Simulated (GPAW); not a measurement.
# A Fe chain with one atom pushed aside at constant bond length: a series of junctions, part 2 of 2

Aim: how the conductance and the thermopower change along a series of junctions, a Fe chain with one atom pushed aside at constant bond length.

GPAW 26.7.0; GPAW LCAO, PAW setups; Landauer transmission from Green's functions with principal layers (ASE), zero bias.

So far, conductance (G₀): step 2 (member of the series, offset 0.3 Å) 2.43; step 3 (another cell, offset 0.6 Å) 2.34; step 4 (another cell, offset 0.9 Å) 2.16; step 5 (another cell, offset 1.2 Å) 1.79.

## Step 6: The series together (continued)

The runs together, line t_junction_0_up. The t_junction_0_up by energy, zero at the Fermi level:

```tsv
energy (eV)	0.3	0.6	0.9	1.2
-2.00	3.99	3.93	3.69	3.14
-1.85	3.98	3.89	3.60	3.02
-1.70	3.97	3.82	3.44	2.77
-1.50	3.95	3.67	3.14	2.43
-1.35	3.83	3.32	2.71	2.08
-1.20	2.66	1.96	1.84	1.60
-1.05	0.989	0.968	0.998	0.972
-0.90	0.994	0.971	0.981	0.999
-0.70	0.996	0.973	0.961	0.983
-0.55	0.997	0.974	0.948	0.956
-0.40	0.997	0.973	0.934	0.919
-0.25	0.997	0.972	0.921	0.871
-0.10	0.997	0.971	0.905	0.808
0.00	0.997	0.970	0.894	0.757
0.10	0.997	0.968	0.881	0.697
0.25	0.997	0.966	0.859	0.591
0.40	0.997	0.963	0.833	0.469
0.55	0.997	0.959	0.804	0.339
0.70	0.997	0.955	0.770	0.217
0.90	0.996	0.948	0.718	0.0893
1.05	0.996	0.942	0.675	0.0313
1.20	0.996	0.936	0.628	0.00426
1.35	0.995	0.929	0.579	0.00102
1.50	0.995	0.921	0.529	0.0128
1.70	0.995	0.910	0.463	0.0395
1.85	0.994	0.902	0.415	0.0613
2.00	0.994	0.892	0.369	0.0815
```

The runs together. The current through one cell, from the zero-bias transmission by bias:

```tsv
bias (V)	0.3 (μA)	0.6 (μA)	0.9 (μA)	1.2 (μA)
0.100	18.9	18.2	16.8	13.8
0.200	38.3	36.6	33.8	27.8
0.500	101	95.4	86.8	69.4
1.000	213	204	181	139
1.500	317	300	267	204
2.000	409	387	341	263
```

## Step 7: Other settings

One more run, with changed settings.

Input file run.py:

```python
import json
import numpy as np
from ase import Atoms
from ase.transport.calculators import TransportCalculator
from gpaw import GPAW, FermiDirac
from gpaw.lcao.tools import get_lcao_hamiltonian
from scipy.linalg import eigh

# The junction with lead layers at both ends, along the third cell vector
device = Atoms(
    ['Fe', 'Fe', 'Fe', 'Fe', 'Fe', 'Fe', 'Fe', 'Fe', 'Fe', 'Fe', 'Fe'],
    positions=[
        [4.50000, 4.50000, 1.13000],
        [4.50000, 4.50000, 3.39000],
        [4.50000, 4.50000, 5.65000],
        [4.50000, 4.50000, 7.91000],
        [4.50000, 4.50000, 10.17000],
        [5.10000, 4.50000, 12.34890],
        [4.50000, 4.50000, 14.52780],
        [4.50000, 4.50000, 16.78780],
        [4.50000, 4.50000, 19.04780],
        [4.50000, 4.50000, 21.30780],
        [4.50000, 4.50000, 23.56780]],
    cell=[[9.0, 0.0, 0.0], [0.0, 9.0, 0.0], [0.0, 0.0, 24.6978]],
    pbc=True,
    magmoms=[3.0, 3.0, 3.0, 3.0, 3.0, 3.0, 3.0, 3.0, 3.0, 3.0, 3.0])

# One principal layer of the lead: the first 3 atoms of the device
lead = Atoms(
    ['Fe', 'Fe', 'Fe'],
    positions=[
        [4.50000, 4.50000, 1.13000],
        [4.50000, 4.50000, 3.39000],
        [4.50000, 4.50000, 5.65000]],
    cell=[[9.0, 0.0, 0.0], [0.0, 9.0, 0.0], [0.0, 0.0, 6.78]],
    pbc=True,
    magmoms=[3.0, 3.0, 3.0])

settings = dict(mode='lcao', basis='dzp', xc='RPBE', h=0.18,
                occupations=FermiDirac(0.1), maxiter=100,
                mixer=dict(beta=0.05, nmaxold=8, weight=100.0),
                convergence=dict(density=0.0001))
energies = np.arange(-2, 2 + 1e-9, 0.05)
eta = 0.2
n1, n2 = 1, 1
# k and -k transmit alike, so half of the mesh across the current serves
mesh = [(i, j) for i in range(n1) for j in range(n2) if (i, j) <= (-i % n1, -j % n2)]
weights = np.array([1 if (i, j) == (-i % n1, -j % n2) else 2 for i, j in mesh]) / (n1 * n2)

# [... helper functions left out ...]
fermi_lead = ground_state(lead, (1, 1, 17), 'lead.txt')
fermi_device = ground_state(device, (1, 1, 3), 'device.txt')
# [... loop over the mesh left out, but for ...]
        # Shift the lead onto the potential of the device's first layer
        shift = ((H[:, 0, 0] - H0[:, 0, 0]) / S0[0, 0]).real.mean()
# [...]
kT = 8.617333e-5 * 300
bias = [0.1, 0.2, 0.5, 1.0, 1.5, 2.0]
# [... integrals and printing left out ...]
```

The run is started by

```
$ OMP_NUM_THREADS=1 OPENBLAS_NUM_THREADS=1 python run.py
```

Output:

```text
basis functions: device 165, principal layer 45
Fermi level: lead -1.5513 eV, device -1.5253 eV; lead shifted by 0.0132 eV
largest coupling past the next layer 6.24e-05 eV, largest misfit of the first layer 0.192 eV
  E-E_F (eV)   T up        T down      [channel counts left out]
    -2.000    2.4001e-01  1.8726e-01
    -1.950    2.4124e-01  1.8962e-01
    -1.900    2.4136e-01  1.9181e-01
    -1.850    2.4027e-01  1.9379e-01
    -1.800    2.3786e-01  1.9556e-01
    -1.750    2.3398e-01  1.9709e-01
    -1.700    2.2851e-01  1.9833e-01
    -1.650    2.2131e-01  1.9924e-01
    -1.600    2.1235e-01  1.9974e-01
    -1.550    2.0170e-01  1.9974e-01
    -1.500    1.8973e-01  1.9912e-01
    -1.450    1.7726e-01  1.9772e-01
    -1.400    1.6570e-01  1.9542e-01
    -1.350    1.5707e-01  1.9218e-01
    -1.300    1.5351e-01  1.8823e-01
    -1.250    1.5634e-01  1.8412e-01
[...]
1.650    3.2303e-01  9.2975e-02
     1.700    3.2352e-01  8.5499e-02
     1.750    3.2400e-01  8.0507e-02
     1.800    3.2447e-01  7.9022e-02
     1.850    3.2492e-01  8.1990e-02
     1.900    3.2536e-01  8.9565e-02
     1.950    3.2578e-01  1.0073e-01
     2.000    3.2618e-01  1.1387e-01
conductance at 300 K: 0.30695 G0 a cell; thermopower 0.2912 uV/K
current from the zero-bias T(E) at 0.1 V: 2.3773 uA
current from the zero-bias T(E) at 0.2 V: 4.7491 uA
current from the zero-bias T(E) at 0.5 V: 11.778 uA
current from the zero-bias T(E) at 1.0 V: 22.989 uA
current from the zero-bias T(E) at 1.5 V: 33.413 uA
current from the zero-bias T(E) at 2.0 V: 43.055 uA
```

It took 4.5 min on 1 thread of Arm Neoverse V2, shared host; peak memory 1.5 GiB.

The run finished. A setting was moved off its sound value on purpose, so it serves as a test and not as the result.

The fault put into the input: a broadening of tenths of an eV (eta = 0.2).

## Step 8: What came out

```yaml
conductance_first_and_last_member: 2.43 and 1.79 G₀
largest_and_smallest: 2.43 and 1.79 G₀
```

In words: As the sideways shift goes from 0.3 to 1.2 Å, the conductance goes from 2.43 to 1.79 G₀. The conductance falls at every step of the series. The geometry was built from estimated bond lengths and not relaxed, so the numbers describe this model structure. The moments started parallel, and no other order was tried; chains of Cr or Mn atoms, among others, may prefer antiparallel neighbours. An evenly spaced straight chain is an idealisation: free chains tend to dimerise, zigzag or, where a band edge lies near the Fermi level, turn magnetic. The currents use the zero-bias T(E) throughout, which holds only while the bias is small against the distance to the nearest feature. One magnetic start was tried; another order may lie lower. The thermopower isn't quoted: it samples T(E) farther from the Fermi level than the conductance does, and the energy grid wasn't tested for it. Within about eight thermal energies of the Fermi level ln T(E) bends sharply from one computed energy to the next, or the lead's channel count changes, so the thermal averages, above all the thermopower, rest on an interpolation that may be rough. Energies count from the junction cell's Fermi level; in the run with T = 1.85 there, the aligned lead's own level lies at 0.029 eV, where T interpolates to 1.70; the finite cell leaves the answer open by at least that much.

[Logs are printed without paths, hosts, clocks, repeated set-up lines and the standing remarks that a program may print on its own settings, such as how far it seeks lower states.]

[Hosts, paths, dates, database ids (printed as entryN), source tags and the programs' standing remarks are cut or masked in the printed files.]
